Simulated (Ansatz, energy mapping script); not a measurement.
# TiClO monolayer: J from the energies of magnetic orders, part 3 of 3

Aim: the exchange couplings of TiClO monolayer from the energies of a few collinear orders, and the ordering temperature that they give.

PBEsol with U = 2.1 eV on Ti d, ortho-atomic projectors; plane waves, U on orthogonalised atomic orbitals unless named otherwise, collinear spin, no spin–orbit coupling.

So far. Step 9 (Parallel start in cell C (12 atoms)): The run ends ferromagnetic. For each magnetic atom its energy differs from the parallel run of the first cell by 0.02 meV, an error that one common reference would have brought in. Step 10 (Order 7: compensated +−+−, cell C of 12 atoms): The run ends antiferromagnetic, 0.37 meV a magnetic atom above the parallel order of its cell.

## 11. Order 8: uncompensated +++−, cell C of 12 atoms

This order reverses 2 of the 4 neighbours at 3.21 Å, 0 of the 2 neighbours at 3.38 Å and 1 of the 2 neighbours at 3.79 Å, counted for an average magnetic atom.

Input file input.yaml:

```yaml
crystal:
  lattice:
    - [3.38, 0.0, 0.0]
    - [0.0, 7.58, 0.0]
    - [0.0, 0.0, 20.1392]
  atoms:
    - { symbol: Ti, position: [0.0, 0.25, 0.548644], spin: 1.0 }
    - { symbol: Ti, position: [0.0, 0.75, 0.548644], spin: 1.0 }
    - { symbol: Ti, position: [0.5, 0.0, 0.451356], spin: 1.0 }
    - { symbol: Ti, position: [0.5, 0.5, 0.451356], spin: -1.0 }
    - { symbol: Cl, position: [0.5, 0.25, 0.627592] }
    - { symbol: Cl, position: [0.5, 0.75, 0.627592] }
    - { symbol: O, position: [0.5, 0.25, 0.474083] }
    - { symbol: O, position: [0.5, 0.75, 0.474083] }
    - { symbol: O, position: [0.0, 0.0, 0.525917] }
    - { symbol: O, position: [0.0, 0.5, 0.525917] }
    - { symbol: Cl, position: [0.0, 0.0, 0.372408] }
    - { symbol: Cl, position: [0.0, 0.5, 0.372408] }
magnetization:
  spin_polarized: true
kpoints:
  mp_grid: { grid: [8, 4, 1] }
hamiltonian:
  xc: pbesol
  hubbard:
    sites:
      - { species: Ti, l: d, u_eff: 2.1 }
      - { site: 0, l: d, u_eff: 2.1, starting_ns: [{ spin: up, occupation_matrix: ti1_major }, { spin: down, occupation_matrix: ti1_minor }] }
      - { site: 1, l: d, u_eff: 2.1, starting_ns: [{ spin: up, occupation_matrix: ti1_major }, { spin: down, occupation_matrix: ti1_minor }] }
      - { site: 2, l: d, u_eff: 2.1, starting_ns: [{ spin: up, occupation_matrix: ti2_major }, { spin: down, occupation_matrix: ti2_minor }] }
      - { site: 3, l: d, u_eff: 2.1, starting_ns: [{ spin: up, occupation_matrix: ti2_minor }, { spin: down, occupation_matrix: ti2_major }] }
    projectors: ortho-atomic
    occupation_matrices:
      ti1_major:
        matrix:
          - [0.826, 0.0, 0.0, -0.295, 0.0]
          - [0.0, 0.216, 0.0, 0.0, 0.0]
          - [0.0, 0.0, 0.142, 0.0, 0.0]
          - [-0.295, 0.0, 0.0, 0.418, 0.0]
          - [0.0, 0.0, 0.0, 0.0, 0.127]
      ti1_minor:
        matrix:
          - [0.098, 0.0, 0.0, 0.066, 0.0]
          - [0.0, 0.197, 0.0, 0.0, 0.0]
          - [0.0, 0.0, 0.121, 0.0, 0.0]
          - [0.066, 0.0, 0.0, 0.2, 0.0]
          - [0.0, 0.0, 0.0, 0.0, 0.113]
      ti2_major:
        matrix:
          - [0.826, 0.0, 0.0, -0.295, 0.0]
          - [0.0, 0.216, 0.0, 0.0, 0.0]
          - [0.0, 0.0, 0.142, 0.0, 0.0]
          - [-0.295, 0.0, 0.0, 0.418, 0.0]
          - [0.0, 0.0, 0.0, 0.0, 0.127]
      ti2_minor:
        matrix:
          - [0.098, 0.0, 0.0, 0.066, 0.0]
          - [0.0, 0.197, 0.0, 0.0, 0.0]
          - [0.0, 0.0, 0.121, 0.0, 0.0]
          - [0.066, 0.0, 0.0, 0.2, 0.0]
          - [0.0, 0.0, 0.0, 0.0, 0.113]
scf:
  occupations: { method: fermi_dirac, width: 0.04 }
output:
  eigenvalues: true
```

On the command line:

```bash
$ ansatz run input.yaml --threads 4 --pin off --max-ram 8192MiB --backend cpu --events-out ev --progress --plain --runs-dir out
```

Numbers of over 12 decimals in the logs are rounded to 6 here.

Output:

```text
[...]
Crystal: 12 atoms, lattice volume = 515.974 Å³
Basis set: ecut = 420 eV, 10097 PW (Γ)
Bands: 64, of which v1, the nominal top of the filled ones, is band 50 counted from 1 (49 counted from 0)
Symmetry: 4 space group operations
[...]
k-points: 15 of 32
[...]
Starting moments: Σ|m| = 4 μB on 4 of 12 sites
[...]
k-point 1 ↑: bands = [... 46 lower, -3.2723, -3.2198, -1.2047, -1.1661, -1.0877, 0.9635, 1.5954, 1.7025, ... 10 higher]
  k-point 2 ↑: bands = [... 46 lower, -3.2626, -3.2250, -1.1366, -1.1267, -1.1096, 1.4188, 1.5118, 1.6107, ... 10 higher]
  k-point 14 ↓: bands = [... 46 lower, -3.4135, -3.4056, -0.3099, 1.1807, 1.3857, 1.5461, 1.6006, 1.7922, ... 10 higher]
Occupation matrices written to <dir>
[key lines of the parts left out:]
SCF converged after 16 iterations
Magnetization: 2.0000 μB (51.0000 up, 49.0000 down)
Free energy (F): -16393.700974 eV
Fermi energy:    0.248467 eV
```

It took 41 s on 4 threads of Arm Neoverse V1, shared host; peak memory 1.6 GiB.

The run ends ferrimagnetic, 0.12 meV a magnetic atom above the parallel order of its cell.

## 12. From energies to couplings

Each energy difference is a sum of couplings weighted by the pairs that the order reverses. A few near shells are fitted to the differences by least squares. Energies are those extrapolated to zero occupation width, not the free energies F.

Energies from the parallel order of the same cell:

| order | atoms | energy (meV a magnetic atom) | moments (μB) | moments kept as typed | opposed neighbours at 3.21, 3.38, 3.79 Å |
| --- | --- | --- | --- | --- | --- |
| parallel in cell A | 6 | 0.00 | 0.67 | yes | 0, 0, 0 |
| compensated +− in cell A | 6 | -0.27 | 0.67 | yes | 4, 0, 0 |
| parallel in cell B | 12 | 0.00 | 0.67 | yes | 0, 0, 0 |
| compensated +−+− in cell B | 12 | -33.63 | 0.64 | yes | 2, 2, 0 |
| uncompensated +++− in cell B | 12 | -16.97 | 0.63 to 0.67 | yes | 2, 1, 0 |
| parallel in cell C | 12 | 0.00 | 0.67 | yes | 0, 0, 0 |
| compensated +−+− in cell C | 12 | 0.37 | 0.67 | yes | 2, 0, 2 |
| uncompensated +++− in cell C | 12 | 0.12 | 0.67 to 0.67 | yes | 2, 0, 1 |

Fitted to E = −Σ J e·e over ordered pairs of unit vectors (J > 0 favours parallel moments):

| pair | distance (Å) | neighbours | J (meV) |
| --- | --- | --- | --- |
| Ti–Ti | 3.21 | 4 | -0.0362 |
| Ti–Ti | 3.38 | 2 | -8.38 |
| Ti–Ti | 3.79 | 2 | 0.130 |

These orders cannot tell some unfitted shells from fitted ones: the value at 3.21 Å holds J(3.21) + J(5.76) + J(6.25), the value at 3.38 Å holds J(3.38) + 2 J(5.08) and the value at 3.79 Å holds J(3.79) + 2 J(5.08); other unfitted shells add to the values wholly or in part. No temperature is drawn.

## 13. Summary of results

```json
{
  "lowest order tried": "compensated +−+− in cell B",
  "largest fitted value (a combination of shells), Ti–Ti at 3.38 Å": "-8.38 meV"
}
```

**Reading.** Of the orders tried, TiClO monolayer prefers the order “compensated +−+− in cell B” under PBEsol+U (2.1 eV), with 2 of 4 neighbours at 3.21 Å, 2 of 2 neighbours at 3.38 Å and 0 of 2 neighbours at 3.79 Å opposed. The largest fitted value is -8.4 meV, at 3.38 Å. It is a combination of shells that these orders cannot split, so neither its size nor its sign can be laid on that pair alone. The orders also reverse pairs at 5.08, 5.76 and 6.25 Å, which are not fitted, so the fitted values hold their part too. The 5 differences hold only 3 independent equations for a pair model, so the fit of 3 couplings has none to spare and its small miss tests the pair form alone. In the fitted orders moments change by up to 6.0 % against the parallel run of the same cell, so the mapping is rough. With a near shell that the orders cannot separate, no temperature is given.

[Logs and program files are shortened in this print: banners, set-up blocks, solver, clock and traceback lines can be left out without a mark of their own.]

[Logs are printed without paths, hosts, clocks, repeated set-up lines and the standing remarks that a program may print on its own settings, such as how far it seeks lower states.]

[Hosts, paths, dates, database ids (printed as entryN), source tags and the programs' standing remarks are cut or masked in the printed files.]

[Where a cell is said to come from a database of computed structures, the database is the Materials Project.]
